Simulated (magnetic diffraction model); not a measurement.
# Solving a magnetic structure from powder neutron data: DyZn6

Space group P2_1/c (no. 14), a = 5.3870 Å, b = 10.7690 Å, c = 8.5950 Å, β = 91.24°.

| site | atom | x | y | z |
| --- | --- | --- | --- | --- |
| 4e | Dy | 0.2757 | 0.0709 | 0.7421 |
| 4e | Zn | 0.0081 | 0.3127 | 0.9450 |
| 4e | Zn | 0.4897 | 0.3016 | 0.9334 |
| 4e | Zn | 0.2620 | 0.7510 | 0.3130 |
| 4e | Zn | 0.2390 | 0.9881 | 0.3953 |
| 4e | Zn | 0.2469 | 0.3536 | 0.6494 |
| 4e | Zn | 0.2197 | 0.9017 | 0.0405 |

The compound is invented for this exercise: a known structure type with other elements, its cell scaled to their sizes and not relaxed.

Only Dy is taken to order (form factors of Dy3+); orders and moment sizes are assumed, and not adapted to the symmetry. Radiation: neutrons of λ = 2.41 Å (absorption by Dy left out), 3° to 45°; isotropic B of 0.47 Å² (Dy) and 0.67 Å² (Zn). The intensities are simulated: I ∝ L Σ (|F_N|² + |F_M⊥|²) for unpolarised neutrons, with F_M = 2.695 fm/μB × Σ f(s) S exp(2πi Q·r) exp(−B s²) at Q = H ± k (one set where k and −k are equivalent), only the part normal to Q counting and L = 1/(sin²θ cos θ). For a modulated order the moment at position r is S exp(−2πi k·r) + c.c., with S = m/2 for a sine wave of amplitude m and S = m(u + iv)/2 for moments turning in a plane, u and v being orthogonal unit vectors in it; the phase factor of the sum at Q = H + k is then exp(2πi H·r). Form factors are spin-only for 3d ions and dipole or tabulated for f ions, scattering lengths are Sears's of 1992, and absorption is left out. A label names one of the reflections at its angle. The strongest nuclear line in the range is 100, and lines under 0.2 are left out.

Above the ordering temperature:

```csv
2θ (°),index,I
20.67,(0 1 1),20.4
25.86,(1 0 0),2.7
25.86,(0 2 0),6.4
28.97,(1 1 0),16.2
30.63,(0 2 1),100.0
32.58,(0 0 2),45.3
33.05,(1 1 -1),73.2
33.61,(1 1 1),83.2
35.15,(0 1 2),0.4
40.26,(1 2 -1),16.0
41.58,(1 0 -2),8.8
42.05,(0 2 2),75.3
42.51,(1 0 2),9.8
43.70,(1 1 -2),41.4
44.59,(1 1 2),39.1
```

Below it (cell unchanged):

```csv
2θ (°),I
18.62,0.4
20.67,20.4
22.86,0.3
25.86,2.7
25.86,6.4
25.94,2.9
26.01,44.0
26.06,2.9
28.97,16.2
29.05,28.6
29.16,28.4
29.25,52.5
29.80,41.5
30.63,100.0
31.81,93.8
32.19,42.9
32.30,94.4
32.58,45.3
33.05,73.2
33.61,83.2
34.46,74.4
35.10,74.6
35.15,0.4
35.38,28.8
36.96,0.8
37.04,0.8
39.23,1.8
39.41,2.2
39.63,0.5
39.86,17.6
40.26,16.0
41.47,1.5
41.58,8.8
41.62,9.8
42.01,0.4
42.05,75.3
```
(The table stops after 36 lines; 6 more lie at higher angle.)

**Question.** Find the propagation vector, then choose among these models:
A. a sine wave with moments along [100] (amplitudes given), 5.5 μB on Dy; signs + at (0.2757, 0.0709, 0.7421), + at (0.7243, 0.5709, 0.7579), + at (0.7243, 0.9291, 0.2579), + at (0.2757, 0.4291, 0.2421)
B. moments turning in the plane of [100] and [010], 5.5 μB on Dy; signs + at (0.2757, 0.0709, 0.7421), + at (0.7243, 0.5709, 0.7579), + at (0.7243, 0.9291, 0.2579), + at (0.2757, 0.4291, 0.2421)
C. a sine wave with moments along [001] (amplitudes given), 5.5 μB on Dy; signs + at (0.2757, 0.0709, 0.7421), + at (0.7243, 0.5709, 0.7579), + at (0.7243, 0.9291, 0.2579), + at (0.2757, 0.4291, 0.2421)
D. moments turning in the plane of [001] and [010], 5.5 μB on Dy; signs + at (0.2757, 0.0709, 0.7421), + at (0.7243, 0.5709, 0.7579), + at (0.7243, 0.9291, 0.2579), + at (0.2757, 0.4291, 0.2421)

The new lines index as (0 1 5/6) at 18.62°, (1 0 -1/6) at 25.94°, (0 2 1/6) at 26.01° and (1 0 1/6) at 26.06°, that is as H ± k with k = (0 0 1/6). Satellites come in pairs about each point of the reciprocal lattice. Below the range, at 2.68°, lies the magnetic line (0 0 1/6) with 5483.

Magnetic intensity, observed (below minus above) and for each model:

| 2θ (°) | index | observed | A | B | C | D |
| --- | --- | --- | --- | --- | --- | --- |
| 29.05 | (1 1 -1/6) | 28.6 | 3.3 | 16.1 | 15.8 | 28.6 |
| 29.80 | (0 0 11/6) | 41.5 | 41.5 | 82.9 | <0.2 | 41.5 |
| 31.81 | (1 1 -5/6) | 93.8 | 19.0 | 66.3 | 46.5 | 93.8 |
| 32.19 | (0 2 7/6) | 42.9 | 42.9 | 57.9 | 28.0 | 42.9 |
| 32.30 | (1 1 5/6) | 94.4 | 20.1 | 67.7 | 46.8 | 94.4 |
| 34.46 | (1 1 -7/6) | 74.4 | 20.6 | 61.7 | 33.3 | 74.4 |
| 35.10 | (1 1 7/6) | 74.6 | 21.4 | 62.4 | 33.6 | 74.6 |
| 35.38 | (0 0 13/6) | 28.8 | 28.8 | 57.6 | <0.2 | 28.8 |

Model D matches.

The structure used: k = (0 0 1/6), moments turning in the plane of [001] and [010], 5.5 μB on Dy; signs + at (0.2757, 0.0709, 0.7421), + at (0.7243, 0.5709, 0.7579), + at (0.7243, 0.9291, 0.2579), + at (0.2757, 0.4291, 0.2421).

[Logs are printed without paths, hosts, clocks, repeated set-up lines and the standing remarks that a program may print on its own settings, such as how far it seeks lower states.]
